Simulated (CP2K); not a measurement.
Consider ethylene sulfite at its PBE geometry (Å).

```xyz
10

O     2.5413   -0.0021   -0.3697
S     1.4036   -0.6743   -0.9858
O     0.4945   -1.3374    0.2533
C    -0.6683   -0.5303    0.5936
C    -0.4704    0.8017   -0.1185
O     0.2261    0.4438   -1.3492
H    -1.5653   -1.0588    0.2424
H    -0.6977   -0.4234    1.6851
H     0.1466    1.5012    0.4625
H    -1.4105    1.2797   -0.4137
```

Method: CP2K XAS_TDP, all-electron GAPW, PBEh(45%), aug-cc-pVDZ, TDA, no relativity.

Question: Predict the bright core excitations at the C K edge.

Leading lines: C4 284.76 eV. The leading line of an atom is its first one with 35 % of the strongest within 2.5 eV of its lowest line over the strength cut. 

The first six lines of each atom with a strength over 0.0015:

```
                       atom  energy (eV)  states  strength, one atom
C4 (bonded to C, O and 2 H)       284.76       1              0.0448
                                  285.72       1              0.0110
                                  286.24       1              0.0197
                                  286.31       1              0.0067
                                  287.66       1              0.0077
                                  287.79       1              0.0022
```

Lines are vertical, at one geometry, with no vibrational structure. Without a correction of the core level, line positions, and the gaps between valence and Rydberg lines, follow the share of exact exchange. At this level such K lines come out 3 to 6 eV under measured ones. Atoms with the same bonds but other surroundings in this conformer are left out. These values hold no scalar relativity, about 0.1 eV for C 1s. Rydberg lines, and the discretised continuum above threshold, depend on the basis and the box.

[Banner, clock and machine lines of the logs are left out without a mark of their own.]

[Logs are printed without paths, hosts, clocks, repeated set-up lines and the standing remarks that a program may print on its own settings, such as how far it seeks lower states.]

[Hosts, paths, dates, database ids (printed as entryN), source tags and the programs' standing remarks are cut or masked in the printed files.]
